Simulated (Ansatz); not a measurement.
# Screening in BaTiO3 (R3m), part 2 of 2

Aim: the electronic dielectric constant of BaTiO3 (R3m) by perturbation theory, a sum over states and the RPA step of G0W0.

Ansatz 0.2.0; linear response on LDA, plane waves, PAW. Known limits of the many-body steps: not at the basis limit; no spin-orbit coupling; coarse k mesh.

So far. Step 2 (Response to a homogeneous field): One over ε∞ averages 0.17, somewhat under the quarter of exact exchange in PBE0. Step 3 (Independent-particle spectrum): The sum gives ε∞ = 6.45 and 6.02 without local fields.

## Step 3: Independent-particle spectrum (continued)

Level of this step: independent-particle optics on LDA, plane waves, PAW (Ansatz).

Independent particles, no local fields, Gaussian width 0.2 eV. Table of ε₁ by photon energy:

| photon energy (eV) | xx=yy | zz |
| --- | --- | --- |
| 0 | 6.40 | 5.96 |
| 1 | 6.60 | 6.13 |
| 2 | 7.44 | 6.82 |
| 3 | 10.6 | 9.34 |
| 4 | 8.97 | 8.35 |
| 5 | 1.36 | 3.03 |
| 6 | 3.37 | 3.76 |
| 7 | 3.45 | 3.59 |
| 8 | 2.93 | 2.74 |
| 9 | 1.09 | 1.24 |
| 10 | 0.782 | 1.05 |
| 11 | -0.178 | -0.366 |
| 12 | -0.924 | -0.707 |
| 13 | -0.0759 | -0.0471 |
| 14 | 0.389 | 0.478 |
| 15 | 1.79 | 1.87 |
| 16 | 1.94 | 2.03 |
| 17 | 2.50 | 2.48 |
| 18 | 2.29 | 2.20 |
| 19 | -0.775 | -0.830 |
| 20 | -1.11 | -1.14 |
| 21 | -0.673 | -0.659 |
| 22 | -0.804 | -0.918 |
| 23 | -0.628 | -0.619 |
| 24 | -0.404 | -0.413 |
| 25 | -0.212 | -0.175 |

## Step 4: RPA screening from the G0W0 run

G0W0 replaces the xc potential by the self-energy, built once from these orbitals. Only a window of levels is corrected, while the sums run over the empty bands that the input names.

This step: G0W0 on LDA, plane waves, PAW.

Input file input.yaml:

```yaml
crystal:
  lattice:
    - [2.8273666084, 1.6323808724, 2.3183934932]
    - [-2.8273666084, 1.6323808724, 2.3183934932]
    - [0.0, -3.2647617449, 2.3183934932]
  atoms:
    - { symbol: Ba, position: [0.0, 0.0, 0.0] }
    - { symbol: Ti, position: [0.4845, 0.4845, 0.4845] }
    - { symbol: O, position: [0.5086, 0.5086, 0.0175] }
    - { symbol: O, position: [0.0175, 0.5086, 0.5086] }
    - { symbol: O, position: [0.5086, 0.0175, 0.5086] }
kpoints:
  mp_grid: { grid: [4, 4, 4] }
hamiltonian:
  xc: lda
  pseudopotentials: { kind: paw, azcp: { folder: "./paw" } }
scf:
  occupations: { method: fixed }
gw:
  n_empty_bands: 508
  ecut_chi: 230.0
  qp_bands: [v2, c2]
  qp_kpoints: band_edges
  screening: { model: contour_deformation }
```

On the command line:

```bash
$ ansatz run input.yaml --threads 3 --pin off --max-ram 92160MiB --backend cuda --events-out ev --progress --plain --runs-dir out --devices 1 --max-vram 13GiB
```

Numbers of over 12 decimals in the logs are rounded to 6 here.

What it wrote:

```text
[...]
GPUs: using 1 of 1 available (devices: 1).
[...]
GPU FFT provider: cuFFT
GPU libraries: cuBLAS 13.8.2, cuFFT 12.4.0, cuSOLVER 12.3.4
Crystal: 5 atoms, lattice volume = 64.201 Å³
Basis set: ecut = 420 eV, 1237 PW (Γ)
Bands: 25, of which v1, the nominal top of the filled ones, is band 20 counted from 1 (19 counted from 0)
Symmetry: 6 space group operations
[...]
1    22     12.8858   -13.9882    -6.6453   -21.9528  0.7220    14.2429    14.2052  root
[...]
12    19      9.8031   -25.7385     4.3893   -20.8824  0.7186     9.3323     9.3364  root
    12    20      9.8180   -25.7631     4.3998   -20.8952  0.7186     9.3457     9.3498  root
    12    21     14.1730   -14.6101    -7.7928   -23.7242  0.6833    15.5546    15.4942  root
    12    22     14.3218   -14.7070    -7.8861   -23.9194  0.6800    15.7108    15.6481  root
[key lines of the parts left out:]
SCF converged after 8 iterations
Free energy (F): -9904.583849 eV
Fermi energy:    9.818031 eV
```

Wall time 32 s (1 × NVIDIA H100 80GB HBM3 (shared by 6 runs) with 3 threads of AMD EPYC 7R13 (Zen 3), shared host); peak memory 1.7 GiB; 21 s of CPU time.

This step gave:

* bands summed: 528
* RPA ε∞ on this mesh (eigenvalues): 5.378, 5.846, 5.846
* plane waves in the screening matrix: 485
* G0W0 gap on the mesh: 4.139 eV
* k of the valence top: -0.5, -0.5, -0.5
* k of the conduction bottom: 0, 0, 0
* starting gap on the mesh: 2.354 eV
* least direct G0W0 gap on the computed points: 4.458 eV

The gap on the mesh goes from 2.35 eV to 4.14 eV, a correction of +1.78 eV. Between the two edge states, bare exchange in place of the xc potential would open the gap by 12.50 eV, and correlation takes back 10.72 eV.

Mean over the mesh in bins of 0.25 1/Å. Table of static inverse dielectric function, diagonal by length of q+G:

length of q+G (Å⁻¹), static inverse dielectric function, diagonal and a bar from the least value:
```
     0.50      0.227 
     0.72      0.275 ##
     1.25      0.402 #######
     1.52      0.469 ##########
     2.03      0.586 ##############
     2.26      0.634 ################
     2.49      0.679 ##################
     2.99      0.758 #####################
     3.25      0.790 ######################
     3.50      0.816 #######################
     4.00      0.859 #########################
     4.26      0.876 ##########################
     4.77      0.906 ###########################
     5.02      0.918 ###########################
     5.26      0.929 ############################
     5.74      0.947 ############################
     6.00      0.954 #############################
     6.25      0.961 #############################
     6.75      0.972 #############################
     7.01      0.976 ##############################
     7.51      0.983 ##############################
     7.70      0.985 ##############################
```

## Step 5: The values together

Times are wall times on 1 × NVIDIA H100 80GB HBM3 (shared by 6 runs) with 3 threads of AMD EPYC 7R13 (Zen 3), shared host, good to a factor of about two.

| method | mesh | ε∞, low | middle | high | mean | time |
| --- | --- | --- | --- | --- | --- | --- |
| perturbation theory (local fields and xc kernel) | 6×6×6 (response on 216 points) | 5.56 | 6.06 | 6.06 | 5.89 | 54 s |
| sum over states (no local fields) | 6×6×6 | 6.02 | 6.45 | 6.45 | 6.31 | 64 s |
| RPA with local fields, on the GW mesh | 4×4×4 | 5.38 | 5.85 | 5.85 | 5.69 | 32 s |

## Step 6: Summary of results

```yaml
perturbation_theory_local_fields_and_xc_kernel: 5.56, 6.06, 6.06
sum_over_states_no_local_fields: 6.02, 6.45, 6.45
rpa_with_local_fields_on_the_gw_mesh: 5.38, 5.85, 5.85
```

**Reading.** Mean Born effective charge: Ba1 2.78, Ti2 6.15, O3 -2.98 e. The most distinct maxima of the ε₂ (xx=yy) lie at 4.4, 8.7 and 18.8 eV, the highest at 4.4 eV. The loss function (xx=yy) has a distinct peak at 14.1 eV. The sum without local fields gives 6.31 in the mean against 5.89 by perturbation theory; local fields lower ε∞ and the xc kernel gives part of it back, though the sum also carries the error of its own mesh. The RPA values on the 4×4×4 mesh average 0.97 times those of perturbation theory (means 5.69 and 5.89). Without the xc kernel RPA should lie a little lower, as the mean does. LDA usually puts the gap too low, which tends to raise ε∞. Ions are clamped, so the lattice part of the static constant is not in these numbers.

[Paths, hosts, dates, memory and timing lines, banners, echoed tables and standing remarks are left out of the program output.]

[Logs are printed without paths, hosts, clocks, repeated set-up lines and the standing remarks that a program may print on its own settings, such as how far it seeks lower states.]

[Runs of the session that timed out or met a known fault of the program may be left out.]

[Cells called generated may have been cut or substituted from an entry of the Crystallography Open Database or the Materials Project.]

[Hosts, paths, dates, database ids (printed as entryN), source tags and the programs' standing remarks are cut or masked in the printed files.]
